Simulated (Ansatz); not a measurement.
# TaInS3 (model cell, started as cubic perovskite with Ta in the octahedra): a soft mode frozen in, part 3 of 3

Aim: this structure of TaInS3 (model cell, started as cubic perovskite with Ta in the octahedra) is to be tested for unstable modes, and one is followed downhill.

Ansatz 0.2.0; DFT PBE, scalar-relativistic, plane waves, PAW; PAW set soft_1.

So far. Step 5 (Energy along the mode, all amplitudes (two of the runs …): The lowest of the steps tried is the last one, at 0.6 Å, 39.5 meV/atom below the parent; the bottom of the well need not coincide with a step. Step 7 (The new phase in its own primitive cell): The largest force component left is 0.46 meV/Å and the pressure is 0.001 GPa, within the tolerances set. The cell now holds 21.38 Å³/atom. The relaxed cell has a, b, c = 6.764, 9.347, 6.765 Å (conventional setting).

The structure was built from a prototype and need not be the compound's stable phase.

### Step 8. Modes of the new phase

A relaxed structure may still be a saddle point, so its zone-centre modes are computed. No field response is asked, since the mesh shows no gap.

input.yaml reads:

```yaml
crystal:
  lattice:
    - [-3.3819458399, 4.6735208122, 3.3822938193]
    - [3.3819458399, -4.6735208122, 3.3822938193]
    - [3.3819458399, 4.6735208122, -3.3822938193]
  atoms:
    - { symbol: In, position: [0.7225255341, 0.9725255341, 0.75] }
    - { symbol: In, position: [0.2774744659, 0.0274744659, 0.25] }
    - { symbol: Ta, position: [0.5, 0.5, 0.0] }
    - { symbol: Ta, position: [0.0, 0.5, 0.5] }
    - { symbol: S, position: [0.8605375946, 0.6105375946, 0.25] }
    - { symbol: S, position: [0.1394624054, 0.3894624054, 0.75] }
    - { symbol: S, position: [0.3099115116, 0.0, 0.8099115116] }
    - { symbol: S, position: [0.6900884884, 0.0, 0.1900884884] }
    - { symbol: S, position: [0.3099115116, 0.5, 0.3099115116] }
    - { symbol: S, position: [0.6900884884, 0.5, 0.6900884884] }
kpoints:
  mp_grid: { grid: [8, 8, 8] }
hamiltonian:
  xc: pbe
  pseudopotentials: { kind: paw, azcp: { folder: soft_1 } }
scf:
  occupations: { method: methfessel_paxton, width: 0.2 }
output:
  eigenvalues: true
phonons:
  method: dfpt
```

Run with:

```console
$ ansatz run input.yaml --threads 4 --pin off --max-ram 16384MiB --backend cpu --events-out ev --progress --plain --runs-dir out
```

Numbers of over 12 decimals in the logs are rounded to 6 here.

The program printed:

```text
[...]
Crystal: 10 atoms, lattice volume = 213.837 Å³
Basis set: ecut = 420 eV, 4199 PW (Γ), exchange–correlation on 96×96×96 points (8 copies of the dense FFT grid, shifted against one another)
Bands: 54, of which v1, the nominal top of the filled ones, is band 44 counted from 1 (43 counted from 0)
Symmetry: 8 space group operations
k-points: 260 of 512 (irreducible under 1 space group operation, time reversal used)
[...]
SCF iter   1: F=—  HF=-36481.698011 eV  |F-HF|=—  |Δ(HF+E_count)|=         —  Δρ=2.98e-2  dr2=2.66e0  ethr=3.10e-3  ⟨swp⟩=6.2  Hψ=56636  notcnv=0
[...]
SCF iter  13: F=-36481.164149 eV  HF=-36481.164149 eV  |F-HF|=1.46e-11  |Δ(HF+E_count)|=  2.18e-11  S|Δr|=    0.00e0  Δρ=3.45e-8  dr2=3.67e-12  ethr=1.00e-12  ⟨swp⟩=13.7  Hψ=78986  notcnv=0
SCF 1 converged in 13 iterations: F = -36481.164149 eV  dr2 = 3.67e-12
[...]
DFPT response loops at Γ: preconditioner auto → Kerker (q_TF=auto, 2.353 Å⁻¹) (partly filled bands, converged f_vac=0.000); β = 1.00, the filter's whole step (`scf.mixing.beta` (0.50) is not read by the response loops under this deck's `scf.mixing.preconditioner`; to damp them name `kerker` or `kerker_dos`, under which they read `scf.mixing.beta`, and type it under 1.00, their step now; both keys bind the ground state too); Broyden in place of MSR1
SCF converged after 13 iterations
[...]
Free energy (F): -36481.164149 eV
[...]
Internal energy: -36481.166673 eV  (E = F + TS)
E sigma→0 (E₀):  -36481.164780 eV
Entropy (-TS):   0.002524 eV (0.252 meV/atom)
Fermi energy:    9.215736 eV
[...]
--- Band table (eV; the first three rows and the last of 260) ---
  k-point 0: bands = [... 40 lower, 7.9150, 7.9671, 8.1795, 8.7001, 9.0453, 9.0739, 9.1239, 9.9315, ... 6 higher]
  k-point 1: bands = [... 40 lower, 7.8033, 8.0224, 8.3419, 8.7120, 9.2162, 9.2814, 9.4235, 10.1123, ... 6 higher]
  k-point 2: bands = [... 40 lower, 7.7170, 7.7938, 8.4486, 8.7839, 9.5424, 9.6642, 10.0378, 10.3991, ... 6 higher]
  k-point 259: bands = [... 40 lower, 7.7565, 7.9241, 8.0248, 8.5747, 9.6168, 9.9488, 10.0088, 10.0741, ... 6 higher]
--- Phonons (Γ-DFPT): 12 representative perturbations + reference, on 260 of 512 k-points (Σ response iterations 39) ---
  k mesh reduced under 1 symmetry operation, with k and −k counted as one. Each operation leaves every solved perturbation unchanged. A smaller set is not used because it would not reduce the number of displacements times k-points to solve
  ASR residual: 7.622e-5 → 0.000e0 eV/Å²; symmetrization residual: 1.625e-5 eV/Å²
  ASR residual per site (eV/Å²): 7.41e-5 7.41e-5 7.62e-5 7.62e-5 6.29e-5 6.29e-5 7.14e-5 7.14e-5 7.14e-5 7.14e-5
  Γ frequencies (cm⁻¹): -43.28 0.00 0.00 0.00 54.96 56.67 61.82 77.07 80.38 82.88 106.33 117.34 124.60 125.10 128.97 146.51 156.01 156.99 158.07 159.22 166.34 200.73 214.52 230.42 275.19 287.23 300.37 307.54 321.51 435.70
  non-analytic LO–TO correction: not included (Born effective charges unavailable; polar crystals: no LO–TO splitting at Γ)
```

Elapsed: 22 min, on 4 threads of Arm Neoverse V1, shared host; peak memory 8.2 GiB; 86 min of CPU time.

Numbers from this step:

| Item | Value |
| --- | --- |
| sum-rule residual before enforcement | 7.62e-5 eV/Å² |
| point group | mmm |
| highest optical mode at the zone centre (no LO-TO term) | 435.7 cm⁻¹ |
| lowest optical zone-centre mode | -43.28 cm⁻¹ |

Patterns of degenerate modes are one choice out of their space. The modes at Γ (shares of kinetic energy by element, %) (negative means imaginary):

```
mode  frequency (cm⁻¹)  symmetry  In %  Ta %  S %
   1             -43.3       B1g     0     0  100
   2               0.0  acoustic    29    46   25
   3               0.0  acoustic    29    46   25
   4               0.0  acoustic    29    46   25
   5              55.0       B3u    67    21   12
   6              56.7       B2g    93     0    7
   7              61.8       B3g    99     0    1
   8              77.1       B2u    53    46    1
   9              80.4       B1u    59    36    4
  10              82.9        Ag    97     0    3
  11             106.3       B2u    13    12   76
  12             117.3       B2g     7     0   93
  13             124.6       B1u     0    11   89
  14             125.1        Au     0    86   14
  15             129.0       B3u     0    22   78
  16             146.5       B1u     6    85    9
  17             156.0        Au     0    14   86
  18             157.0       B2u     5    95    0
  19             158.1        Ag     1     0   99
  20             159.2       B3u     3     6   91
  21             166.3       B1u     5    21   74
  22             200.7       B2g     1     0   99
  23             214.5       B3g     1     0   99
  24             230.4        Ag     2     0   98
  25             275.2       B2u     0     1   99
  26             287.2       B3u     0     5   95
  27             300.4       B1u     0     1   99
  28             307.5       B3g     0     0  100
  29             321.5       B1g     0     0  100
  30             435.7       B3g     0     0  100
```

Displacements in mode 1 (-43.3 cm⁻¹), the largest set to 1:
```
In1  0.00  0.00  0.00
In2  0.00  0.00  0.00
Ta3  0.00  0.00  0.00
Ta4  0.00  0.00  0.00
S5   0.00  0.00  0.00
S6   0.00  0.00  0.00
S7  -0.98  0.00  1.00
S8   0.98  0.00 -1.00
S9  -0.98  0.00 -1.00
S10  0.98  0.00  1.00
```

Displacements in mode 10 (82.9 cm⁻¹), the largest set to 1:
```
In1  0.00  0.00 -1.00
In2  0.00  0.00  1.00
Ta3  0.00  0.00  0.00
Ta4  0.00  0.00  0.00
S5   0.00  0.00  0.32
S6   0.00  0.00 -0.32
S7   0.00 -0.02  0.00
S8   0.00  0.02  0.00
S9   0.00 -0.02  0.00
S10  0.00  0.02  0.00
```

Before it was imposed, the acoustic sum rule was missed by 7.6e-5 eV/Å². Small misses are needed for a sound result but don't prove that mesh and cutoff are converged. The lowest optical mode is imaginary, 43.3i cm⁻¹, so the energy falls along it.

### Step 9. The phases reached

The phases reached along the modes that were followed are set side by side.

Energies are those of the first relaxation, on the mesh of the frozen mode; space group, volume and gap are those of the last relaxation. Phases, by row:

```
                   mode frozen in  space group  energy from parent (meV/atom)  volume (Å³/atom)  gap on mesh (eV)  lowest zone-centre optical mode (cm⁻¹)  largest shift (Å)
                           parent        Pm-3m                              0             22.92                 0                                       –                  –
q = (-0.5, -0.5, -0.5), 101i cm⁻¹       I4/mmm                          -1.09             22.95                 0                                   -92.4               0.05
q = (-0.5, -0.5, -0.5), 101i cm⁻¹       I4/mcm                          -1.15             22.95                 0                                   -90.3              0.045
q = (-0.5, -0.5, -0.5), 101i cm⁻¹       I4/mcm                          -1.15             22.95                 0                                   -90.3              0.044
 q = (-0.5, -0.5, -0.5), 95i cm⁻¹       I4/mcm                          -46.9             21.75                 0                                   -78.2              0.654
 q = (-0.5, -0.5, -0.5), 95i cm⁻¹         R-3c                         -80.88             20.98                 0                                   -27.4               0.69
 q = (-0.5, -0.5, -0.5), 95i cm⁻¹         Imma                         -70.75             21.38                 0                                   -43.3              0.748
```

### Step 10. Results

| Item | Value |
| --- | --- |
| unstable mode of the parent | q = (-0.5, -0.5, -0.5), 95i cm⁻¹ |
| depth at the lowest point sampled | 39.5 meV/atom |
| largest atomic shift at that point | 0.6 Å |
| space group reached (within 0.01 Å) | Imma |
| energy gained over the parent (first relaxation, on the mesh of the frozen mode) | 70.8 meV/atom |
| volume per atom, phase reached | 21.4 Å³ |
| lowest optical zone-centre mode, phase reached | -43.3 cm⁻¹ |
| highest optical mode at the zone centre (no LO-TO term), phase reached | 436 cm⁻¹ |

Along this mode the structure falls into Imma, 70.8 meV/atom below the parent. At the parent's cell the well is 39.47 meV/atom deep on the steps tried, with its lowest point at a shift of 0.6 Å. That is the last step tried, so the steps alone don't bracket the bottom of the well. Relaxing atoms and cell changes the gain by +31.28 meV/atom against the lowest step (energies at zero smearing). The new phase still has an imaginary mode at the zone centre of its cell, so it is a saddle point on the way to a lower structure. Of the 6 patterns followed to their end from this parent, this one ends 10.1 meV/atom above the lowest, R-3c. Each path keeps the symmetry of its pattern, so a lower phase may lie along a pattern not tried. With no gap, or one that is small against the smearing, the frequencies hang on the k mesh and the smearing, most of all near Kohn anomalies. A semilocal functional can close a gap that the real compound would have, so the metallic treatment may be an artefact of the level. Spin-orbit coupling is left out, which can matter for the heavy elements here. The starting cell was built on a prototype and not taken from a measurement, so the phase need not exist.

[Logs are printed without paths, hosts, clocks, repeated set-up lines and the standing remarks that a program may print on its own settings, such as how far it seeks lower states.]

[Hosts, paths, dates, database ids (printed as entryN), source tags and the programs' standing remarks are cut or masked in the printed files.]
